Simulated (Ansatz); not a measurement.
## One crystal, many levels of theory: MoS2/MoSSe (van der Waals superlattice) (P3m1)

Aim: the gap of MoS2/MoSSe (van der Waals superlattice) (P3m1) at several levels of theory on one structure, with the time that each takes.

Calculated with Ansatz 0.2.0; density functionals, hybrids and G0W0, plane waves, PAW.

The structure was built from a prototype and need not be the compound's stable phase.

**1. The starting structure**

Symmetry: P3m1, No. 156, trigonal system. Conventional cell: a = 3.144 Å, b = 3.144 Å, c = 11.780 Å, α = 90.00°, β = 90.00°, γ = 120.00°. Nearest to Mo lie 6 S at 2.39 Å. Nearest to S lie 3 Mo at 2.39 Å. Mo has 3 S at 2.38 Å and 3 Se at 2.50 Å nearest. Nearest to S lie 3 Mo at 2.38 Å. Nearest to Se lie 3 Mo at 2.50 Å. It derives from Mo1S1Se1. Farther neighbours and most contacts between anions are not listed.

The structure was relaxed with PBEsol-D3(BJ). The runs that relaxed it are not among those shown.

The logs state that the PAW files were generated under PBE.

**2. PBEsol on the 12×12×2 mesh**

Levels along a band path and on the mesh show where this functional puts the band edges.

This step: DFT, PBEsol, plane waves, PAW; PAW set soft_1.

File input.yaml:

```yaml
crystal:
  lattice:
    - [3.1444730757, 0.0, 0.0]
    - [-1.5722365378, 2.7231935651, 0.0]
    - [0.0, 0.0, 11.7798069796]
  atoms:
    - { symbol: Mo, position: [0.3333333333, 0.6666666667, 0.244121805] }
    - { symbol: S, position: [0.6666666667, 0.3333333333, 0.375572156] }
    - { symbol: S, position: [0.6666666667, 0.3333333333, 0.1123964636] }
    - { symbol: Mo, position: [0.0, 0.0, 0.7569898928] }
    - { symbol: S, position: [0.3333333333, 0.6666666667, 0.8873050472] }
    - { symbol: Se, position: [0.3333333333, 0.6666666667, 0.6116433664] }
kpoints:
  mp_grid: { grid: [12, 12, 2] }
  band_path:
    path:
      - [[0.0, 0.0, 0.0], [0.5, 0.0, 0.0], [0.33333333, 0.33333333, 0.0], [0.0, 0.0, 0.0], [0.0, 0.0, 0.5], [0.5, 0.0, 0.5], [0.33333333, 0.33333333, 0.5], [0.0, 0.0, 0.5]]
      - [[0.5, 0.0, 0.5], [0.5, 0.0, 0.0]]
      - [[0.33333333, 0.33333333, 0.5], [0.33333333, 0.33333333, 0.0]]
    npoints: 10
hamiltonian:
  xc: pbesol
  pseudopotentials: { kind: paw, azcp: { folder: soft_1 }, xc_functional: pbe }
scf:
  occupations: { method: fermi_dirac, width: 0.02 }
  n_extra_bands: 6
output:
  eigenvalues: true
  forces: true
  stress: true
  write_density: true
  write_potential: true
  elf: true
  volumetric_format: npy
```

Launch:

```sh
$ ansatz run input.yaml --threads 2 --pin off --max-ram 92160MiB --backend cuda --events-out ev --progress --plain --runs-dir out --devices 1 --max-vram 13GiB
```

Numbers of over 12 decimals in the logs are rounded to 6 here.

Output:

```text
scf.n_extra_bands = 6 over 31 filled bands (N_el = 62.0): the run solves 37 bands
GPUs: using 1 of 1 available (devices: 1).
Engine: ansatz 0.2.0, x86_64-unknown-linux-gnu
Pseudopotentials: kind: paw
Pseudopotential: Mo, paw, valence charge 14, recommended cutoff 420 eV (normal), soft_1/Mo.paw.azcp
Pseudopotential: S, paw, valence charge 6, recommended cutoff 420 eV (normal), soft_1/S.paw.azcp
Pseudopotential: Se, paw, valence charge 16, recommended cutoff 420 eV (normal), soft_1/Se.paw.azcp
Functional definition: PBEsol
  exchange = pbesol_x
  correlation = pbesol_c
device memory: the entry about to start is reckoned to put 2.8 GiB on a device that reports 56.1 GiB free (of which the cap on the GPU budget leaves the run 13.0 GiB)
GPU FFT provider: cuFFT
GPU libraries: cuBLAS 13.8.2, cuFFT 12.4.0, cuSOLVER 12.3.4
Crystal: 6 atoms, lattice volume = 100.871 Å³
Basis set: ecut = 420 eV, 1971 PW (Γ), exchange–correlation on 48×48×160 points (8 copies of the dense FFT grid, shifted against one another)
Bands: 37, of which v1, the nominal top of the filled ones, is band 31 counted from 1 (30 counted from 0)
Symmetry: 6 space group operations
Space group: P3m1 (ITA 156), of the structure as read, at distance tolerance 4.7e-5 Å
k-points: 38 of 288 (time reversal used)
Non-local potential: Mo, projectors of the file, l = 0: 3, l = 1: 2, l = 2: 2, l = 3: 1
Non-local potential: S, projectors of the file, l = 0: 2, l = 1: 2, l = 2: 1
Non-local potential: Se, projectors of the file, l = 0: 2, l = 1: 2, l = 2: 3, l = 3: 1
PAW form: soft (Blöchl's): semilocal exchange-correlation on the pseudo side does not see the compensation charge
PAW frozen core: Mo, regenerated for the run's functional, and the local potential with it (the file was generated under x = pbe(κ = 0.804, μ = 0.219515), c = pbe(β = 0.066725))
PAW frozen core: S, regenerated for the run's functional, and the local potential with it (the file was generated under x = pbe(κ = 0.804, μ = 0.219515), c = pbe(β = 0.066725))
PAW frozen core: Se, regenerated for the run's functional, and the local potential with it (the file was generated under x = pbe(κ = 0.804, μ = 0.219515), c = pbe(β = 0.066725))
PAW one-centre angular grid: Mo, 590 points (default); XC on 64 Gauss nodes
PAW one-centre angular grid: S, 110 points (default); XC on 64 Gauss nodes
PAW one-centre angular grid: Se, 590 points (default); XC on 64 Gauss nodes
Initial density: superposition of atomic densities (chi_scale 0.1, normalization cell, long waves kept (reshape's long-wave potential 0.26 eV rms))
Initial wavefunctions: pseudopotential atomic-orbital guess
GPU buffer pool allocated for 46080 grid points (all kernels)
GPU transforms: local potential and band sums: pruned to the plane-wave sphere, on 24×24×80
Functional: x = pbesol(κ = 0.804, μ = 0.123457), c = pbesol(β = 0.046)
SCF iter   1: F=—  HF=-17880.998231 eV  |F-HF|=—  |Δ(HF+E_count)|=         —  Δρ=5.71e-2  dr2=6.99e0  ethr=3.10e-3  ⟨swp⟩=9.2  Hψ=6968  notcnv=0
preconditioner: auto → Resta (q_TF=auto, 2.516 Å⁻¹)  ε∞=8.3  [insulator: Δε(μ)=0.350 eV  Ē_g=8.192 eV  σ=0.020 eV  W_gap=1.00  n_scr=26 (ndim 8)  ℏωp=22.2 eV  f_vac=0.000  D(μ)=0.00/eV (n_scr^D=0)  ε∞_Penn≈8.3]
SCF iter   2: F=—  HF=-17879.697810 eV  |F-HF|=—  |Δ(HF+E_count)|=    1.30e0  Δρ=3.10e-2  dr2=1.83e0  ethr=3.10e-3  ⟨swp⟩=2.8  Hψ=2504  notcnv=0  defer=38
SCF iter   3: F=—  HF=-17879.204686 eV  |F-HF|=—  |Δ(HF+E_count)|=   4.93e-1  Δρ=5.37e-3  dr2=4.08e-2  ethr=2.96e-3  ⟨swp⟩=3.0  Hψ=2208  notcnv=0  defer=38
SCF iter   4: F=—  HF=-17879.199912 eV  |F-HF|=—  |Δ(HF+E_count)|=   4.77e-3  Δρ=1.55e-3  dr2=3.83e-3  ethr=6.57e-5  ⟨swp⟩=3.0  Hψ=3148  notcnv=0  defer=38
SCF iter   5: F=—  HF=-17879.198278 eV  |F-HF|=—  |Δ(HF+E_count)|=   1.63e-3  Δρ=6.93e-4  dr2=6.04e-4  ethr=6.17e-6  ⟨swp⟩=2.2  Hψ=2665  notcnv=0  defer=38
SCF iter   6: F=—  HF=-17879.198553 eV  |F-HF|=—  |Δ(HF+E_count)|=   2.75e-4  Δρ=1.92e-4  dr2=5.69e-5  ethr=9.74e-7  ⟨swp⟩=2.0  Hψ=2458  notcnv=0  defer=38
SCF iter   7: F=—  HF=-17879.198638 eV  |F-HF|=—  |Δ(HF+E_count)|=   8.52e-5  Δρ=4.50e-5  dr2=2.20e-6  ethr=9.17e-8  ⟨swp⟩=2.0  Hψ=2061  notcnv=0  defer=38
SCF iter   8: F=—  HF=-17879.198640 eV  |F-HF|=—  |Δ(HF+E_count)|=   2.01e-6  Δρ=1.32e-5  dr2=1.87e-7  ethr=3.54e-9  ⟨swp⟩=2.1  Hψ=2148  notcnv=0  defer=38
SCF iter   9: F=-17879.198641 eV  HF=-17879.198641 eV  |F-HF|=1.87e-9  |Δ(HF+E_count)|=   1.23e-7  Δρ=3.41e-6  dr2=1.06e-8  ethr=1.61e-10  ⟨swp⟩=17.2  Hψ=11376  notcnv=0
SCF 1 converged in 9 iterations: F = -17879.198641 eV  dr2 = 1.06e-8
[...]
device memory: the entry about to start is reckoned to put 1.3 GiB on a device that reports 56.6 GiB free (of which the cap on the GPU budget leaves the run 13.0 GiB)
NSCF: frozen V_eff on 93 k-points
SCF converged after 9 iterations
Free energy (F): -17879.198641 eV
Harris-Foulkes:  -17879.198641 eV  (|F-HF|=1.87e-9)
Internal energy: -17879.198640 eV  (E = F + TS)
E sigma→0 (E₀):  -17879.198640 eV
Entropy (-TS):   -0.000000 eV (-0.000 meV/atom)
Fermi energy:    13.256518 eV
--- Per-component energies (eV) ---
  E_band       = -568.135268
  E_kinetic    = 1279.736750
  E_local      = -6610.451885  (includes V_loc(G=0)·N_el)
  E_nonlocal   = 51.624319
  E_hartree    = 3016.090140
  E_xc         = -702.892353
  E_vxc        = -781.691814  (∫ρ·V_xc dr)
  E_paw        = -10171.577006  (= ΣΔE_a)
  E_vpaw       = -539.535212  (= ΣTr[D̂ρ^β])
  E_aug_tail   = -0.000277  (compensation charges beyond the density's cutoff)
  E_ewald      = -4743.341228
  E_core_change = 1.612900  (= ΣΔE_core)
  E_smearing   = -0.000000  (= −TS)
  E_closure    = -0.000000  (closes the sum)
  Σ components = -17879.198641   (vs F -17879.198641, Δ=0.00e0)
--- Forces (eV/Å), atoms counted from 1 ---
  atom   1  Mo     0.00000000     0.00000000     0.00209747
  atom   2  S      0.00000000    -0.00000000    -0.01379948
  atom   3  S      0.00000000     0.00000000     0.01432345
  atom   4  Mo    -0.00000000     0.00000000    -0.00630920
  atom   5  S      0.00000000     0.00000000    -0.01244163
  atom   6  Se     0.00000000     0.00000000     0.01607930
  max |Σ_I F_I| component: 5.01e-5 eV/Å
--- Stress (GPa, compression-positive) ---
        4.093869      -0.000000      -0.000000
       -0.000000       4.093869       0.000000
       -0.000000       0.000000       4.199506
  P = ⅓ Tr σ = 4.1291 GPa (41.291 kbar)
--- Band table (eV; the first three rows and the last of 38) ---
  k-point 0: bands = [... 27 lower, 11.2215, 11.3091, 12.0908, 13.0439, 14.7156, 14.7156, 14.9689, 14.9689, ... 2 higher]
  k-point 1: bands = [... 27 lower, 11.2201, 11.2201, 12.5354, 12.9572, 14.7255, 14.7255, 14.9332, 14.9332, ... 2 higher]
  k-point 2: bands = [... 27 lower, 11.0724, 11.3459, 12.1465, 12.7702, 14.6320, 14.8217, 14.8312, 14.9005, ... 2 higher]
  k-point 37: bands = [... 27 lower, 9.7036, 9.9643, 11.8797, 12.3363, 13.6629, 14.1291, 14.6543, 14.7990, ... 2 higher]
```

Run time: 5.5 s. Hardware: 1 × NVIDIA H100 80GB HBM3 (shared by 6 runs) with 2 threads of AMD EPYC 7R13 (Zen 3), shared host; peak memory 0.99 GiB; 6.7 s of CPU time.

In the SCF lines HF is the Harris–Foulkes energy and dr2 the Hartree energy of the density residual, in eV; the loop may stop once dr2 is under the threshold and the program's other checks hold. Hψ counts applications of the Hamiltonian.

Numbers from this step:

```
pressure             : 4.129 GPa
filled bands         : 31
gap                  : 0.4365 eV
valence top at       : Γ
conduction bottom at : k = (0.200, 0.200, 0.000)
least direct gap     : 1.327 eV
```

Over mesh and path the gap is 0.437 eV, from k = Γ to k = (0.200, 0.200, 0.000). The least direct gap found is 1.327 eV, at k = (0.333, 0.333, 0.500). The pressure in this cell is 4 GPa; the cell is kept.

**3. PBEsol+SOC on the 12×12×2 mesh**

This run has two-component orbitals with spin-orbit coupling.

This step: DFT, PBEsol with spin-orbit coupling, plane waves, PAW; PAW set soft_1.

input.yaml, the sections that differ from step 2:

```yaml
kpoints:
  mp_grid: { grid: [12, 12, 2] }
  band_path:
    path:
      - [0.0, 0.0, 0.0]
      - [0.5, 0.0, 0.0]
      - [0.33333333, 0.33333333, 0.0]
      - [0.0, 0.0, 0.5]
      - [0.5, 0.0, 0.5]
      - [0.33333333, 0.33333333, 0.5]
      - [0.199999998, 0.199999998, 0.0]
    npoints: 1
hamiltonian:
  xc: pbesol
  pseudopotentials: { kind: paw_fr, azcp: { folder: soft_1 }, xc_functional: pbe }
scf:
  occupations: { method: fermi_dirac, width: 0.02 }
  n_extra_bands: 12
magnetization:
  noncollinear: true
  spin_orbit: true
# crystal, output: as in step 2
```

Output:

```text
[...]
GPUs: using 1 of 1 available (devices: 1).
[...]
non-collinear run that drives no moment, with spin-orbit: no starting moment large enough to seed its density (crystal.atoms[].spin), no starting occupations that ask for one, no magnetisation constraint and no magnetic field, so the semilocal B_xc is pinned to zero
[...]
GPU FFT provider: cuFFT
GPU libraries: cuBLAS 13.8.2, cuFFT 12.4.0, cuSOLVER 12.3.4
Crystal: 6 atoms, lattice volume = 100.871 Å³
Basis set: ecut = 420 eV, 1971 PW (Γ), exchange–correlation on 48×48×160 points (8 copies of the dense FFT grid, shifted against one another)
Bands: 74, of which v1, the nominal top of the filled ones, is band 62 counted from 1 (61 counted from 0)
Symmetry: 6 space group operations + 6 with time reversal
[...]
k-points: 38 of 288 (time reversal used)
[...]
atom   2  S      0.00000000     0.00000000    -0.01253360
  atom   3  S      0.00000000     0.00000000     0.01346492
  atom   4  Mo    -0.00000000    -0.00000000    -0.00260377
  atom   5  S      0.00000000     0.00000000    -0.01155492
  atom   6  Se     0.00000000     0.00000000     0.01125013
  max |Σ_I F_I| component: 8.97e-5 eV/Å
--- Stress (GPa, compression-positive) ---
        4.099148      -0.000000      -0.000000
        0.000000       4.099148       0.000000
       -0.000000       0.000000       4.216741
  P = ⅓ Tr σ = 4.1383 GPa (41.383 kbar)
--- Band table (eV; the first three rows and the last of 38) ---
  k-point 0: bands = [... 58 lower, 12.0901, 12.0901, 13.0493, 13.0493, 14.6737, 14.6737, 14.7551, 14.7551, ... 8 higher]
  k-point 1: bands = [... 58 lower, 12.5413, 12.5413, 12.9603, 12.9603, 14.6846, 14.6846, 14.7627, 14.7627, ... 8 higher]
  k-point 2: bands = [... 58 lower, 12.1252, 12.1681, 12.7728, 12.7767, 14.6189, 14.6298, 14.8073, 14.8184, ... 8 higher]
  k-point 37: bands = [... 58 lower, 11.8095, 11.9532, 12.2564, 12.4221, 13.6605, 13.6620, 14.1221, 14.1295, ... 8 higher]
[key lines of the parts left out:]
SCF converged after 11 iterations
Magnetization: |M| = 0.0000 μB,  M = (+0.0000, +0.0000, +0.0000) μB
Free energy (F): -17881.661742 eV
Fermi energy:    13.257287 eV
```

Wall time 12 s (1 × NVIDIA H100 80GB HBM3 (shared by 6 runs) with 2 threads); peak memory 1.2 GiB; 17 s of CPU time.

Numbers from this step:

```yaml
pressure: 4.138 GPa
gap: 0.4063 eV
valence_top_at: Γ
conduction_bottom_at: k = (0.200, 0.200, 0.000)
least_direct_gap: 1.238 eV
```

Over mesh and listed points the gap is 0.406 eV, from k = Γ to k = (0.200, 0.200, 0.000). The least direct gap found is 1.238 eV, at k = (0.333, 0.333, 0.500). The pressure in this cell is 4 GPa; the cell is kept. PBEsol+SOC against PBEsol: 0.406 − 0.437 = −0.031 eV, with the same mesh, set of files (read in its fully relativistic form for the spin-orbit run) and cutoff, and both edges at the same k points. The spin-orbit run sees mesh and listed points alone, so its gap is an upper bound: the coupling can move an edge off these points, the more so as this crystal has no centre of inversion, and the change over the zone, its sign included where it is small, is not known.

**4. HSE06 on the 6×6×2 mesh**

HSE06 mixes in a quarter of exact exchange at short range.

This step: DFT, HSE06, plane waves, PAW; PAW set soft_1.

input.yaml, as its differences from that of step 3:

```diff
@@ -13,3 +13,3 @@
 kpoints:
-  mp_grid: { grid: [12, 12, 2] }
+  mp_grid: { grid: [6, 6, 2] }
   band_path:
@@ -25,14 +25,9 @@
 hamiltonian:
-  xc: pbesol
-  pseudopotentials: { kind: paw_fr, azcp: { folder: soft_1 }, xc_functional: pbe }
+  xc: hse06
+  pseudopotentials: { kind: paw, azcp: { folder: soft_1 } }
 scf:
-  occupations: { method: fermi_dirac, width: 0.02 }
-  n_extra_bands: 12
-magnetization:
-  noncollinear: true
-  spin_orbit: true
+  occupations: { method: fixed }
+  n_extra_bands: 6
 output:
   eigenvalues: true
-  forces: true
-  stress: true
   write_density: true
```

Output:

```text
[...]
GPUs: using 1 of 1 available (devices: 1).
[...]
davidson cushion auto → on  (no smearing: the cushion is to keep the highest requested band from converging to the state above it; pin scf.eigensolver.cushion to override)
[...]
GPU FFT provider: cuFFT
GPU libraries: cuBLAS 13.8.2, cuFFT 12.4.0, cuSOLVER 12.3.4
Crystal: 6 atoms, lattice volume = 100.871 Å³
Basis set: ecut = 420 eV, 1971 PW (Γ)
[...]
Fermi energy:    12.803527 eV
[...]
--- Band table (eV; the first three rows and the last of 14) ---
  k-point 0: bands = [... 27 lower, 10.8334, 10.9342, 11.6630, 12.8035, 15.1420, 15.1420, 15.3677, 15.3677, ... 2 higher]
  k-point 1: bands = [... 27 lower, 10.8316, 10.8316, 12.2411, 12.6799, 15.1533, 15.1533, 15.3327, 15.3327, ... 2 higher]
  k-point 2: bands = [... 27 lower, 10.3812, 10.9362, 11.4188, 11.7923, 14.6031, 14.8745, 15.1115, 15.3746, ... 2 higher]
  k-point 13: bands = [... 27 lower, 9.0091, 9.3204, 11.5931, 12.1007, 13.8514, 14.4075, 15.1220, 15.3039, ... 2 higher]
[key lines of the parts left out:]
Free energy (F): -18099.059650 eV
```

Run time: 31 s. Hardware: 1 × NVIDIA H100 80GB HBM3 (shared by 6 runs) with 2 threads; peak memory 1.4 GiB.

Numbers from this step:

```yaml
gap: 0.9711 eV
valence_top_at: Γ
conduction_bottom_at: k = (0.200, 0.200, 0.000)
least_direct_gap: 1.751 eV
exact_exchange_fraction: 0.25
```

Over mesh and listed points the gap is 0.971 eV, from k = Γ to k = (0.200, 0.200, 0.000). The least direct gap found is 1.751 eV, at k = (0.333, 0.333, 0.500). On the 6×6×2 mesh alone the same run gives 1.008 eV, so that mesh misses an edge of HSE06: 1.008 − 0.971 = +0.037 eV. HSE06 against PBEsol: 0.971 − 0.437 = +0.534 eV. The runs also differ in mesh (12×12×2 and 6×6×2), so how much of this comes from the functional alone is not known. The program's warnings for this run: metallic iterate.

**5. G0W0@PBEsol, 9×9×2 mesh, 420 empty bands, screening to 150 eV, PAW set soft_1 files**

G0W0 replaces the xc potential by a self-energy built once from the orbitals of the start. Levels are corrected in the window of bands that the input names, at points of the mesh.

This step: G0W0 on PBEsol, plane waves, PAW; PAW set soft_1.

File input.yaml:

```yaml
crystal:
  lattice:
    - [3.1444730757, 0.0, 0.0]
    - [-1.5722365378, 2.7231935651, 0.0]
    - [0.0, 0.0, 11.7798069796]
  atoms:
    - { symbol: Mo, position: [0.3333333333, 0.6666666667, 0.244121805] }
    - { symbol: S, position: [0.6666666667, 0.3333333333, 0.375572156] }
    - { symbol: S, position: [0.6666666667, 0.3333333333, 0.1123964636] }
    - { symbol: Mo, position: [0.0, 0.0, 0.7569898928] }
    - { symbol: S, position: [0.3333333333, 0.6666666667, 0.8873050472] }
    - { symbol: Se, position: [0.3333333333, 0.6666666667, 0.6116433664] }
kpoints:
  mp_grid: { grid: [9, 9, 2] }
hamiltonian:
  xc: pbesol
  pseudopotentials: { kind: paw, azcp: { folder: soft_1 }, xc_functional: pbe }
scf:
  occupations: { method: fixed }
gw:
  n_empty_bands: 420
  ecut_chi: 150.0
  qp_bands: [v2, c2]
  qp_kpoints: band_edges
  screening: { model: contour_deformation }
```

Output:

```text
GPUs: using 1 of 1 available (devices: 1).
[...]
GPU FFT provider: cuFFT
GPU libraries: cuBLAS 13.8.2, cuFFT 12.4.0, cuSOLVER 12.3.4
Crystal: 6 atoms, lattice volume = 100.871 Å³
Basis set: ecut = 420 eV, 1971 PW (Γ)
Bands: 38, of which v1, the nominal top of the filled ones, is band 31 counted from 1 (30 counted from 0)
Symmetry: 6 space group operations
[...]
k-points: 24 of 162 (time reversal used)
[...]
1    33     14.7256   -13.7258    -4.3866   -18.4355  0.7461    15.0506    15.0487  root
[...]
23    30     11.8798   -19.2374     0.3684   -18.9238  0.7450    11.9345    11.9346  root
    23    31     12.3363   -19.2012     0.3567   -18.8934  0.7459    12.3852    12.3852  root
    23    32     13.6629   -16.1509    -3.9894   -20.5727  0.7399    14.0981    14.0954  root
    23    33     14.1289   -15.8457    -4.1240   -20.4034  0.7392    14.5656    14.5625  root
[key lines of the parts left out:]
SCF converged after 11 iterations
Free energy (F): -17879.198536 eV
Fermi energy:    13.043872 eV
```

It took 2.1 min on 1 × NVIDIA H100 80GB HBM3 (shared by 6 runs) with 2 threads; peak memory 2.4 GiB.

This step gave:

```
bands summed                                    : 451
RPA ε∞ on this mesh (eigenvalues)               : 9.564, 16.41, 16.41
plane waves in the screening matrix             : 413
G0W0 gap over the corrected points              : 0.9260 eV
k of the valence top                            : 0, 0, 0
k of the conduction bottom                      : 0.1111, 0.2222, 0
starting gap on the mesh                        : 0.5407 eV
Z at the valence top                            : 0.7461
Z at the conduction bottom                      : 0.7535
least direct G0W0 gap over the corrected points : 1.710 eV
```

Over 19 of 24 irreducible mesh points the G0W0 gap is 0.926 eV, from k = Γ to k = (0.111, 0.222, 0.000). The PBEsol gap of this run on the mesh is 0.541 eV. The two states that bound the G0W0 gap lie that far apart at the start, so the correction of the gap is 0.926 − 0.541 = +0.385 eV.

(Continued in part 2 of 2.)

[Paths, hosts, dates, memory and timing lines, banners, echoed tables and standing remarks are left out of the program output.]

[Logs are printed without paths, hosts, clocks, repeated set-up lines and the standing remarks that a program may print on its own settings, such as how far it seeks lower states.]

[Runs of the session that timed out or met a known fault of the program may be left out.]

[Cells called generated may have been cut or substituted from an entry of the Crystallography Open Database or the Materials Project.]

[Hosts, paths, dates, database ids (printed as entryN), source tags and the programs' standing remarks are cut or masked in the printed files.]

[Where an RPA ε∞ is given, it is that of the G0W0 mesh and is not shown converged in it. Names of k-points follow the symmetry that the program found, which can be lower than the space group named. Band edges on a path are those of the sampled points; other points can move an edge, and change direct to indirect where valleys lie close.]

[Hybrid gaps are those of their k-mesh and are not shown converged in it.]
